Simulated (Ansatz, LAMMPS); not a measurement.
## Localised basis functions on Li+ triflate in gamma-butyrolactone and sulfolane and fluoroethylene carbonate at 330 K (233 atoms)

Aim: test how closely localised support functions follow the reference on Li+ triflate in gamma-butyrolactone and sulfolane and fluoroethylene carbonate at 330 K (233 atoms), and at what cost. A setting counts as converged where the r.m.s. difference of forces stays under 1 % of the r.m.s. force.

Calculated with Ansatz 0.2.0; Kohn-Sham DFT, PBE+D4, PAW (set soft_2), plane waves.

### 1. The starting structure

The cell holds 233 atoms: 45 O, 9 S, 65 C, 101 H, 11 F and 2 Li. Its edges and angles: a = 13.799 Å, b = 13.799 Å, c = 13.799 Å, α = 90.0°, β = 90.0°, γ = 90.0°. 5 gamma-butyrolactone, 7 sulfolane, 5 fluoroethylene carbonate, 2 Li+, 2 triflate placed at random, at 1.34 g/cm³; overlaps pushed apart, then 10 ps at 550 K with Joung-Cheatham ions (J. Phys. Chem. B 112, 9020 (2008)); MMFF94 bonds, angles, torsions, charges and radii (Halgren, J. Comput. Chem. 17, 490 (1996)) in harmonic and 12-6 forms; charges of ions scaled by 0.8. Snapshot after 30 ps at 330 K and fixed volume.

What the set-up can't give: The network of contacts between molecules at the start is that of the classical potential that made the cell, and needn't be the one that DFT or experiment would give. The density was typed from a rule of thumb and may lie off the real one at this temperature. The Brillouin zone is sampled at Γ only, in a cell whose shortest periodic width is 14 Å.

### 2. The classical run that made the cell

A classical potential makes the cell, at a small fraction of what the same run would cost in DFT.

This step: classical MD, Joung-Cheatham ions (J. Phys. Chem. B 112, 9020 (2008)); MMFF94 bonds, angles, torsions, charges and radii (Halgren, J. Comput. Chem. 17, 490 (1996)) in harmonic and 12-6 forms; charges of ions scaled by 0.8 (LAMMPS 22 Jul 2025 - Update 4).

in.lmp

```
# Li+ triflate in gamma-butyrolactone and sulfolane and fluoroethylene carbonate
units real
atom_style full
boundary p p p
bond_style harmonic
angle_style harmonic
dihedral_style opls
improper_style harmonic
special_bonds lj 0 0 0.5 coul 0 0 0.75
read_data data.lmp
neigh_modify delay 0 every 1 check yes one 4000
comm_modify cutoff 12.0
timestep 0.5
thermo_style custom step time temp pe press density
thermo_modify norm yes
# push overlapping molecules apart
pair_style soft 2.6
pair_coeff * * 0.0
variable a equal ramp(1,60)
fix ad all adapt 1 pair soft a * * v_a
velocity all create 550 48921 mom yes dist gaussian
fix lim all nve/limit 0.03
fix lan all langevin 550 550 50 48922 zero yes
thermo 1000
run 3000 post no
unfix ad
pair_style lj/cut/coul/long 9.0
pair_modify mix arithmetic tail yes
pair_coeff 1 1 0.0763 3.0960   # O
pair_coeff 2 2 0.2681 3.4180   # S
pair_coeff 3 3 0.0678 3.3680   # C
pair_coeff 4 4 0.0216 2.5400   # H
pair_coeff 5 5 0.0763 2.9870   # O
pair_coeff 6 6 0.0678 3.4070   # C
# [... 21 lines left out ...]
compute msd all msd com yes
thermo 7500
fix md all nvt temp 330 330 100
run 30000 post no
print "== T330: mean square displacement over the hold $(c_msd[4]:%.2f) A^2"
unfix md
uncompute msd
write_dump all custom T330.dump id type xs ys zs modify sort id
```

Command:

```console
$ lmp -in in.lmp -log none -nocite
```

Log:

```text
LAMMPS (22 Jul 2025 - Update 4)
Reading data file ...
  orthogonal box = (0 0 0) to (13.79879 13.79879 13.79879)
  233 atoms
  orthogonal box = (0 0 0) to (13.79879 13.79879 13.79879)
  229 bonds
  429 angles
  540 dihedrals
  10 impropers
   Step          Time           Temp          PotEng         Press         Density
         0   0              550            0.47515324    -591.17629      1.336
      1000   500            513.91204      1.7745558      11146.928      1.336
      2000   1000           514.59941      1.9437542      16034.75       1.336
      3000   1500           490.60417      1.7474775      18871.175      1.336
[... 30 lines left out ...]
Loop time of 10.0379 s on 1 MPI rank(s) for 10000 steps with 233 atoms
   Step          Time           Temp          PotEng         Press         Density
[... 4 lines left out ...]
Loop time of 5.03447 s on 1 MPI rank(s) for 5000 steps with 233 atoms
   Step          Time           Temp          PotEng         Press         Density
[... 2 lines left out ...]
     30000   29000          348.56509     -0.91776499    -803.02628      1.336
     37500   36500          316.50111     -1.0508941      5215.4357      1.336
     45000   44000          314.52595     -1.0274721     -269.22693      1.336
     47000   46000          327.27736     -0.92413855     3534.1268      1.336
Loop time of 30.4623 s on 1 MPI rank(s) for 30000 steps with 233 atoms
== T330: mean square displacement over the hold 5.86 A^2
```

Elapsed: 49 s, on 1 thread of Intel Xeon Platinum 8375C at 2.90GHz (Ice Lake), shared host; peak memory 0.12 GiB.

The input also reads data.lmp (atoms, bonds and types; not printed here).

### 3. Plane-wave single point

The first run uses the default basis; a harder plane-wave run follows as the reference for the support functions.

input.yaml

```yaml
crystal:
  lattice:
    - [13.79879, 0.0, 0.0]
    - [0.0, 13.79879, 0.0]
    - [0.0, 0.0, 13.79879]
  atoms:
    - { symbol: O, position: [0.50609, 0.44211, 0.18968] }
    - { symbol: S, position: [0.41708, 0.49073, 0.17168] }
    - { symbol: O, position: [0.41281, 0.5936, 0.15569] }
    - { symbol: C, position: [0.37126, 0.4437, 0.06705] }
    - { symbol: C, position: [0.26524, 0.41533, 0.101] }
    - { symbol: C, position: [0.26706, 0.38236, 0.20504] }
    - { symbol: C, position: [0.33216, 0.45501, 0.25769] }
    - { symbol: H, position: [0.36867, 0.49082, 0.00595] }
    - { symbol: H, position: [0.41605, 0.38221, 0.03986] }
    - { symbol: H, position: [0.21956, 0.47778, 0.10835] }
    - { symbol: H, position: [0.23135, 0.36307, 0.0568] }
    - { symbol: H, position: [0.19894, 0.37933, 0.24002] }
    - { symbol: H, position: [0.29916, 0.31393, 0.21065] }
    - { symbol: H, position: [0.29347, 0.5221, 0.26954] }
    - { symbol: H, position: [0.36853, 0.42686, 0.31729] }
    - { symbol: O, position: [0.01878, 0.16012, 0.38331] }
    - { symbol: S, position: [0.93873, 0.09658, 0.40661] }
    - { symbol: O, position: [0.94668, 0.9895, 0.40061] }
    - { symbol: C, position: [0.90587, 0.12328, 0.52577] }
    - { symbol: C, position: [0.83924, 0.2066, 0.51408] }
    - { symbol: C, position: [0.76924, 0.18197, 0.43037] }
    - { symbol: C, position: [0.82989, 0.13505, 0.35295] }
    - { symbol: H, position: [0.88018, 0.05492, 0.56021] }
    - { symbol: H, position: [0.9739, 0.13939, 0.56359] }
    - { symbol: H, position: [0.79888, 0.22582, 0.57768] }
    - { symbol: H, position: [0.8861, 0.26273, 0.48719] }
    - { symbol: H, position: [0.71997, 0.12842, 0.46031] }
    - { symbol: H, position: [0.724, 0.24275, 0.41321] }
    - { symbol: H, position: [0.79952, 0.0673, 0.33069] }
    - { symbol: H, position: [0.85758, 0.17957, 0.28935] }
    - { symbol: O, position: [0.64261, 0.31181, 0.58247] }
    - { symbol: S, position: [0.59945, 0.34534, 0.67451] }
    [... 195 atom lines left out ...]
    - { symbol: C, position: [0.16243, 0.68571, 0.22356] }
    - { symbol: F, position: [0.16251, 0.61571, 0.15693] }
    - { symbol: F, position: [0.08613, 0.67325, 0.27698] }
    - { symbol: F, position: [0.24004, 0.67528, 0.28182] }
    - { symbol: Li, position: [0.20153, 0.91284, 0.38471] }
    - { symbol: Li, position: [0.10376, 0.27443, 0.35094] }
kpoints:
  mp_grid: { grid: [1, 1, 1] }
hamiltonian:
  xc: pbe
  dispersion: d4
scf:
  occupations: { method: fixed }
output:
  forces: true
  stress: true
  populations: true
  dos:
    method: { smearing: { sigma: 0.08 } }
    de: 0.1
    projected: { site_lists: { C: [C], F: [F], H: [H], Li: [Li], O: [O] } }
  eigenvalues: true
  write_density: true
  write_potential: true
  volumetric_format: npy
```

Command:

```console
$ ansatz run input.yaml --threads 8 --pin off --max-ram 15872MiB --backend cpu --events-out ev --progress --plain --runs-dir out
```

Log:

```text
Engine: ansatz 0.2.0, x86_64-unknown-linux-gnu
Pseudopotentials: kind: paw
Pseudopotential: O, paw, valence charge 6, recommended cutoff 420 eV (normal), O.paw.azcp
Pseudopotential: S, paw, valence charge 6, recommended cutoff 420 eV (normal), S.paw.azcp
Pseudopotential: C, paw, valence charge 4, recommended cutoff 420 eV (normal), C.paw.azcp
Pseudopotential: H, paw, valence charge 1, recommended cutoff 420 eV (normal), H.paw.azcp
Pseudopotential: F, paw, valence charge 7, recommended cutoff 420 eV (normal), F.paw.azcp
Pseudopotential: Li, paw, valence charge 3, recommended cutoff 420 eV (normal), Li.paw.azcp
[... 5 lines on functional and potentials left out ...]
Crystal: 233 atoms, lattice volume = 2627.381 Å³
Basis set: ecut = 420 eV, 51435 PW (Γ), exchange–correlation on 192×192×192 points (8 copies of the dense FFT grid, shifted against one another)
Bands: 617, of which v1, the nominal top of the filled ones, is band 384 counted from 1 (383 counted from 0)
Symmetry: 1 space group operations
Space group: P1 (ITA 1), of the structure as read, at distance tolerance 1.4e-4 Å
k-points: 1
[... 13 lines on functional and potentials left out ...]
Initial density: superposition of atomic densities (neutral atoms: chi_scale 0, normalization atom), corrected by the library's trained network
Initial wavefunctions: pseudopotential atomic-orbital guess
Functional: x = pbe(κ = 0.804, μ = 0.219515), c = pbe(β = 0.066725)
SCF iter   1: F=—  HF=-60856.352240 eV  |F-HF|=—  |Δ(HF+E_count)|=         —  Δρ=6.52e-3  dr2=1.34e0  ethr=1.77e-3  ⟨swp⟩=4.0  Hψ=2300  notcnv=0  defer=229
preconditioner: auto → Resta (q_TF=auto, 2.223 Å⁻¹)  ε∞=2.5  [insulator: Δε(μ)=3.965 eV  Ē_g=16.006 eV  n_scr=460 (ndim 8)  ℏωp=19.6 eV  f_vac=0.274  ε∞_Penn≈2.5]
SCF iter   2: F=—  HF=-60856.002596 eV  |F-HF|=—  |Δ(HF+E_count)|=   3.50e-1  Δρ=3.50e-3  dr2=2.91e-1  ethr=1.75e-4  ⟨swp⟩=2.0  Hψ=1057  notcnv=0  defer=231
SCF iter   3: F=—  HF=-60855.972722 eV  |F-HF|=—  |Δ(HF+E_count)|=   2.99e-2  Δρ=1.51e-3  dr2=9.07e-2  ethr=3.79e-5  ⟨swp⟩=2.0  Hψ=756  notcnv=0  defer=231
SCF iter   4: F=—  HF=-60855.958643 eV  |F-HF|=—  |Δ(HF+E_count)|=   1.41e-2  Δρ=5.89e-4  dr2=1.17e-2  ethr=1.18e-5  ⟨swp⟩=3.0  Hψ=735  notcnv=0  defer=231
SCF iter   5: F=—  HF=-60855.957119 eV  |F-HF|=—  |Δ(HF+E_count)|=   1.52e-3  Δρ=4.13e-4  dr2=4.41e-3  ethr=1.53e-6  ⟨swp⟩=2.0  Hψ=1072  notcnv=0  defer=231
SCF iter   6: F=—  HF=-60855.956266 eV  |F-HF|=—  |Δ(HF+E_count)|=   8.53e-4  Δρ=1.28e-4  dr2=4.27e-4  ethr=5.74e-7  ⟨swp⟩=2.0  Hψ=756  notcnv=0  defer=231
SCF iter   7: F=—  HF=-60855.956199 eV  |F-HF|=—  |Δ(HF+E_count)|=   6.71e-5  Δρ=4.16e-5  dr2=4.71e-5  ethr=5.56e-8  ⟨swp⟩=2.0  Hψ=746  notcnv=0  defer=230
SCF iter   8: F=—  HF=-60855.960038 eV  |F-HF|=—  |Δ(HF+E_count)|=   3.84e-3  Δρ=2.46e-5  dr2=1.42e-5  ethr=6.13e-9  ⟨swp⟩=2.0  Hψ=771  notcnv=0  defer=229
SCF iter   9: F=—  HF=-60855.960034 eV  |F-HF|=—  |Δ(HF+E_count)|=   3.15e-6  Δρ=7.11e-6  dr2=1.33e-6  ethr=1.85e-9  ⟨swp⟩=2.0  Hψ=763  notcnv=0  defer=230
SCF iter  10: F=—  HF=-60855.960034 eV  |F-HF|=—  |Δ(HF+E_count)|=   2.39e-7  Δρ=3.92e-6  dr2=3.69e-7  ethr=1.73e-10  ⟨swp⟩=2.0  Hψ=770  notcnv=0  defer=230
SCF iter  11: F=-60855.960034 eV  HF=-60855.960034 eV  |F-HF|=2.04e-8  |Δ(HF+E_count)|=   1.08e-7  Δρ=1.11e-6  dr2=3.68e-8  ethr=1.30e-11  ⟨swp⟩=20.0  Hψ=6061  notcnv=0
SCF 1 converged in 11 iterations: F = -60855.960034 eV  dr2 = 3.68e-8
  greatest PAW one-centre occupation: 1.000 electrons in one spin orbital (limit 2), on the Li atom at site 232 (counted from 0), in its partial waves of l = 0
WARN: The input density's exchange-correlation potential varies sharply where the density is thin. Do not read a vacuum level from v_tot or v_xc, or from such a field of the output density. On a cell that repeats whose density bears no net charge and no dipole along the vacuum's axis use v_es (v_loc + v_h of the components); [...]
SCF converged after 11 iterations
Free energy (F): -60855.960034 eV
Harris-Foulkes:  -60855.960034 eV  (|F-HF|=2.04e-8)
Internal energy: -60855.960034 eV  (E = F + TS)
E sigma→0 (E₀):  -60855.960034 eV
Fermi energy:    -0.132841 eV
--- Per-component energies (eV) ---
  E_band       = -6470.236427
  E_kinetic    = 18646.492511
  E_local      = -69648.209721  (includes V_loc(G=0)·N_el)
  E_nonlocal   = 5088.474142
  E_hartree    = 26803.728319
  E_xc         = -9132.196652
  E_vxc        = -11223.722853  (∫ρ·V_xc dr)
  E_paw        = -21295.813650  (= ΣΔE_a)
  E_vpaw       = -2940.717925  (= ΣTr[D̂ρ^β])
  E_aug_tail   = -0.006208  (compensation charges beyond the density's cutoff)
  E_ewald      = -11305.335107
  E_disp       = -13.093668  (pairwise vdW)
  E_smearing   = -0.000000  (= −TS)
  E_closure    = -0.000000  (closes the sum)
  Σ components = -60855.960034   (vs F -60855.960034, Δ=0.00e0)
--- Forces (eV/Å), atoms counted from 1 ---
  atom   1  O      2.78613959    -1.04663106     1.02109298
  atom   2  S      0.11200819     1.09704964    -1.10236595
  atom   3  O      0.40133839     1.86793520     0.55339193
  atom   4  C     -2.19434358    -2.73215506    -0.81546540
  atom   5  C      0.68402475     0.42636926     0.23145869
  atom   6  C      1.50246723     0.84401105    -0.08088986
  atom   7  C     -1.64603021     0.25900697    -1.36030562
  atom   8  H      0.00009066     1.14365124    -0.39330729
  atom   9  H     -0.54794906     0.01468770     0.59837542
  atom  10  H     -0.28653152     0.91306806    -0.93240677
  atom  11  H     -0.52903335    -0.85032319    -1.07975828
  atom  12  H     -1.33742770     0.00293092     0.23092474
  atom  13  H      0.69005138    -1.73762146     0.19147938
  atom  14  H     -0.24830830     0.24592666     0.67265028
[...]
atom 232  Li    -0.24815829    -0.02205521     0.05317095
  atom 233  Li    -0.32633097    -0.55947820    -0.00515342
  max |Σ_I F_I| component: 8.55e-5 eV/Å
--- Stress (GPa, compression-positive) ---
        3.320950      -0.391995       1.059278
       -0.391994       3.278269       0.219471
        1.059277       0.219470       3.567772
  P = ⅓ Tr σ = 3.3890 GPa (33.890 kbar)
--- Band table (eV) ---
  k-point 0: bands = ["-42.9325", "-42.8278", "-27.8541", "-27.3439", [... 601 levels ...], "11.3112", "11.3520", "11.3625", "11.3710", "11.4219", "11.4444", "11.4588", "11.4867", "11.4968", "11.5351", "11.5487", "11.5752"]
--- Löwdin populations: 233 sites ---
  site symbol       q [e]
     0      O      6.7860
     1      S      3.8050
     2      O      6.7806
[...]
232     Li      2.2600
  spilling = 0.015323 (of n_electrons = 768.000000)
```

The job ended after 45 s (8 threads of Intel Xeon Platinum 8375C at 2.90GHz (Ice Lake), shared host; peak memory 4.4 GiB).

In the SCF lines HF is the Harris–Foulkes energy and dr2 the Hartree energy of the density residual, in eV; the loop may stop once dr2 is under the threshold and the program's other checks hold. Hψ counts applications of the Hamiltonian.

The program notes that the exchange-correlation potential is rough where the density is thin.

Numbers from this run:

```yaml
free_energy: -60855.9600 eV
free_energy_per_atom: -261.1844 eV/atom
scf_cycles: 11
pressure: 3.389 GPa
r_m_s_force_component: 1.058 eV/Å
longest_force: 4.665 eV/Å
fermi_energy: -0.1328 eV
spacing_of_highest_filled_and_lowest_empty_level: 3.985 eV
spilling_of_the_projection: 0.01532
```

The r.m.s. force component of 1.1 eV/Å sets the scale for the differences below.

### 4. Plane waves at 750 eV (750 eV)

A harder cutoff gives the support functions a reference with less basis error.

input.yaml, the sections that differ from step 3:

```yaml
output:
  forces: true
  eigenvalues: true
basis:
  ecutwfc: "750 eV"
# crystal, kpoints, hamiltonian, scf: as in step 3
```

Log:

```text
[...]
Crystal: 233 atoms, lattice volume = 2627.381 Å³
Basis set: ecut = 750 eV, 122465 PW (Γ), exchange–correlation on 250×250×250 points (8 copies of the dense FFT grid, shifted against one another)
Bands: 617, of which v1, the nominal top of the filled ones, is band 384 counted from 1 (383 counted from 0)
Symmetry: 1 space group operations
[...]
k-points: 1
[...]
SCF iter   1: F=—  HF=-60857.280758 eV  |F-HF|=—  |Δ(HF+E_count)|=         —  Δρ=6.63e-3  dr2=1.35e0  ethr=1.77e-3  ⟨swp⟩=4.0  Hψ=2300  notcnv=0  defer=229
[...]
SCF iter   3: F=—  HF=-60856.892935 eV  |F-HF|=—  |Δ(HF+E_count)|=   3.22e-2  Δρ=1.53e-3  dr2=9.13e-2  ethr=3.83e-5  ⟨swp⟩=2.0  Hψ=756  notcnv=0  defer=59
automatic band count: iteration 3 solves 445 bands in place of 617: the levels show a gap, and the empty bands left out lie too high to hold charge; the band table lists the bands solved (type scf.n_extra_bands for more)
SCF iter   4: F=—  HF=-60856.878367 eV  |F-HF|=—  |Δ(HF+E_count)|=   1.46e-2  Δρ=5.95e-4  dr2=1.18e-2  ethr=1.19e-5  ⟨swp⟩=3.0  Hψ=735  notcnv=0  defer=59
SCF iter   5: F=—  HF=-60856.876897 eV  |F-HF|=—  |Δ(HF+E_count)|=   1.47e-3  Δρ=4.18e-4  dr2=4.50e-3  ethr=1.54e-6  ⟨swp⟩=3.0  Hψ=875  notcnv=0  defer=59
[...]
SCF iter  10: F=—  HF=-60856.872718 eV  |F-HF|=—  |Δ(HF+E_count)|=   2.93e-7  Δρ=4.13e-6  dr2=4.05e-7  ethr=1.85e-10  ⟨swp⟩=3.0  Hψ=770  notcnv=0  defer=58
SCF iter  11: F=-60856.872718 eV  HF=-60856.872718 eV  |F-HF|=2.02e-8  |Δ(HF+E_count)|=   1.22e-7  Δρ=1.12e-6  dr2=3.76e-8  ethr=1.30e-11  ⟨swp⟩=14.0  Hψ=2588  notcnv=0
SCF 1 converged in 11 iterations: F = -60856.872718 eV  dr2 = 3.76e-8
[...]
SCF converged after 11 iterations
Free energy (F): -60856.872718 eV
[...]
Internal energy: -60856.872718 eV  (E = F + TS)
E sigma→0 (E₀):  -60856.872718 eV
Fermi energy:    -0.132943 eV
[...]
Σ components = -60856.872718   (vs F -60856.872718, Δ=0.00e0)
--- Forces (eV/Å), atoms counted from 1 ---
  atom   1  O      2.78167802    -1.04544994     1.02050867
  atom   2  S      0.11423032     1.09766030    -1.10226241
  atom   3  O      0.40025815     1.86457016     0.55426401
  atom   4  C     -2.18893315    -2.73255630    -0.82420939
[...]
atom 233  Li    -0.32618280    -0.56005348    -0.00493972
  max |Σ_I F_I| component: 4.71e-5 eV/Å
--- Band table (eV) ---
[...]
```

Run time: 43 s. Hardware: 8 threads; peak memory 8.8 GiB.

Forces differ from the reference by 5.3 meV/Å r.m.s., 0.50 % of their size, within a tolerance of 1 %; the energy by -3.9 meV/atom.

(Continued in part 2 of 4.)

[Long decimals in the printed logs are rounded to 6 places.]

[Logs are printed without paths, hosts, clocks, repeated set-up lines and the standing remarks that a program may print on its own settings, such as how far it seeks lower states.]

[Hosts, paths, dates, database ids (printed as entryN), source tags and the programs' standing remarks are cut or masked in the printed files.]

[The MMFF94 radii named for the starting cell were scaled by 0.96; in molecules described by MMFF94, hydrogen bound to N, O or S took a small fixed 12-6 site in their place.]
